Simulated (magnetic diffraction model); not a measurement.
# PrBiAu2Br12 below its ordering temperature

Space group P-1 (no. 2), a = 7.3920 Å, b = 10.5520 Å, c = 14.6510 Å, α = 104.71°, β = 95.38°, γ = 109.46°.

| site | atom | x | y | z |
| --- | --- | --- | --- | --- |
| 2i | Bi | 0.3882 | 0.0776 | 0.3789 |
| 1h | Au | 1/2 | 1/2 | 1/2 |
| 1a | Au | 0 | 0 | 0 |
| 2i | Au | 0.7019 | 0.3742 | 0.2371 |
| 2i | Pr | 0.0340 | 0.6824 | 0.1278 |
| 2i | Br | 0.2670 | 0.5624 | 0.0229 |
| 2i | Br | 0.2833 | 0.6246 | 0.4967 |
| 2i | Br | 0.2439 | 0.9476 | 0.5118 |
| 2i | Br | 0.2596 | 0.2003 | 0.9709 |
| 2i | Br | 0.7533 | 0.1592 | 0.2533 |
| 2i | Br | 0.2294 | 0.2921 | 0.4920 |
| 2i | Br | 0.3668 | 0.2669 | 0.2434 |
| 2i | Br | 0.2421 | 0.9025 | 0.0364 |
| 2i | Br | 0.0144 | 0.9531 | 0.2764 |
| 2i | Br | 0.6643 | 0.5832 | 0.2243 |
| 2i | Br | 0.0395 | 0.4716 | 0.2190 |
| 2i | Br | 0.4066 | 0.8212 | 0.2584 |

The compound is invented for this exercise: a known structure type with other elements, its cell scaled to their sizes and not relaxed.

Only Pr is taken to order (form factors of Pr3+); orders and moment sizes are assumed, and not adapted to the symmetry. Radiation: neutrons of λ = 2.36 Å, 3° to 30°; isotropic B of 0.22 Å² (Bi), 0.3 Å² (Au), 0.24 Å² (Pr) and 0.36 Å² (Br). The intensities are simulated: I ∝ L Σ (|F_N|² + |F_M⊥|²) for unpolarised neutrons, with F_M = 2.695 fm/μB × Σ f(s) S exp(2πi Q·r) exp(−B s²) at Q = H ± k (one set where k and −k are equivalent), only the part normal to Q counting and L = 1/(sin²θ cos θ). For collinear order S is the moment m, which repeats by lattice and centring translations R with the sign exp(−2πi k·R). Form factors are spin-only for 3d ions and dipole or tabulated for f ions, scattering lengths are Sears's of 1992, and absorption is left out. A label names one of the reflections at its angle. The strongest nuclear line in the range is 100, and lines under 0.2 are left out.

Above the ordering temperature:

```
2θ (°)     index      I
  9.74   (0 0 1)    5.2
 14.30   (0 1 0)    1.5
 14.66  (0 1 -1)   11.2
 19.65   (0 1 1)   23.9
 19.88   (1 0 0)   14.5
 20.37  (1 0 -1)   58.3
 20.44  (0 1 -2)   14.2
 21.84  (1 -1 1)   77.6
 22.26  (-1 1 1)   67.5
 23.86   (1 0 1)  100.0
 25.09  (1 0 -2)    2.2
 27.45  (1 1 -1)   10.8
 27.46  (0 2 -1)    6.1
 27.58  (1 -1 2)   52.4
 27.67   (0 1 2)   80.1
 28.26  (-1 1 2)   27.5
 28.34  (1 -2 0)   17.6
 28.36  (1 -2 1)   17.2
 28.63  (0 1 -3)   37.9
 28.65   (1 1 0)   20.9
 28.83   (0 2 0)   33.6
 29.52   (0 0 3)    6.8
```
(The table stops after 22 lines; 2 more lie at higher angle.)

Below it (cell unchanged):

| 2θ (°) | I |
| --- | --- |
| 7.32 | 57.1 |
| 9.74 | 5.2 |
| 9.79 | 13.4 |
| 14.20 | 0.8 |
| 14.30 | 1.5 |
| 14.66 | 11.2 |
| 18.16 | 0.3 |
| 18.65 | 7.3 |
| 19.53 | 12.8 |
| 19.65 | 23.9 |
| 19.88 | 14.5 |
| 20.37 | 58.3 |
| 20.44 | 14.2 |
| 20.56 | 0.7 |
| 21.84 | 77.6 |
| 22.07 | 4.8 |
| 22.26 | 67.5 |
| 22.77 | 8.2 |
| 23.26 | 1.9 |
| 23.50 | 2.5 |
| 23.86 | 100.0 |
| 24.34 | 4.9 |
| 24.36 | 0.9 |
| 24.69 | 2.5 |
| 25.09 | 2.2 |
| 25.29 | 1.1 |
| 26.14 | 4.9 |
| 27.34 | 1.7 |
| 27.45 | 10.8 |
| 27.46 | 6.1 |
| 27.58 | 52.4 |
| 27.62 | 1.4 |
| 27.67 | 80.1 |
| 28.26 | 27.5 |
| 28.34 | 17.6 |
| 28.36 | 17.2 |
(The table stops after 36 lines; 10 more lie at higher angle.)

**Question.** Find the propagation vector, then choose among these models:
A. collinear moments along [110], 2 μB on Pr; signs + at (0.0340, 0.6824, 0.1278), + at (0.9660, 0.3176, 0.8722)
B. collinear moments along [110], 2 μB on Pr; signs + at (0.0340, 0.6824, 0.1278), − at (0.9660, 0.3176, 0.8722)
C. collinear moments along [001], 2 μB on Pr; signs + at (0.0340, 0.6824, 0.1278), − at (0.9660, 0.3176, 0.8722)
D. collinear moments along [001], 2 μB on Pr; signs + at (0.0340, 0.6824, 0.1278), + at (0.9660, 0.3176, 0.8722)

The new lines index as (0 1/2 -1/2) at 7.32°, (0 1/2 1/2) at 9.79°, (0 1/2 -3/2) at 14.20° and (-1 1/2 1/2) at 18.65°, that is as H ± k with k = (0 1/2 1/2). Half indices mean that the moments reverse under translations with k·R a half-integer, and the magnetic cell has twice the primitive volume.

Magnetic intensity, observed (below minus above) and for each model:

| 2θ (°) | index | observed | A | B | C | D |
| --- | --- | --- | --- | --- | --- | --- |
| 7.32 | (0 1/2 -1/2) | 57.1 | 0.7 | 23.7 | 57.1 | 1.7 |
| 9.79 | (0 1/2 1/2) | 13.4 | 21.7 | 10.0 | 13.4 | 29.0 |
| 14.20 | (0 1/2 -3/2) | 0.8 | 7.2 | 13.5 | 0.8 | 0.4 |
| 18.16 | (0 1/2 3/2) | 0.3 | 13.2 | 0.6 | 0.3 | 6.2 |
| 19.53 | (1 -1/2 1/2) | 12.8 | <0.2 | 12.1 | 12.8 | <0.2 |
| 20.56 | (0 3/2 -1/2) | 0.7 | 1.6 | <0.2 | 0.7 | 10.9 |
| 22.53 | (-1 1/2 3/2) | <0.2 | 9.4 | <0.2 | <0.2 | 6.3 |
| 23.34 | (0 1/2 -5/2) | <0.2 | 8.6 | <0.2 | <0.2 | <0.2 |

Model C matches.

The absence at (-1 1/2 3/2) is telling: the sublattices cancel there.

The structure used: k = (0 1/2 1/2), collinear moments along [001], 2 μB on Pr; signs + at (0.0340, 0.6824, 0.1278), − at (0.9660, 0.3176, 0.8722).

[Logs are printed without paths, hosts, clocks, repeated set-up lines and the standing remarks that a program may print on its own settings, such as how far it seeks lower states.]
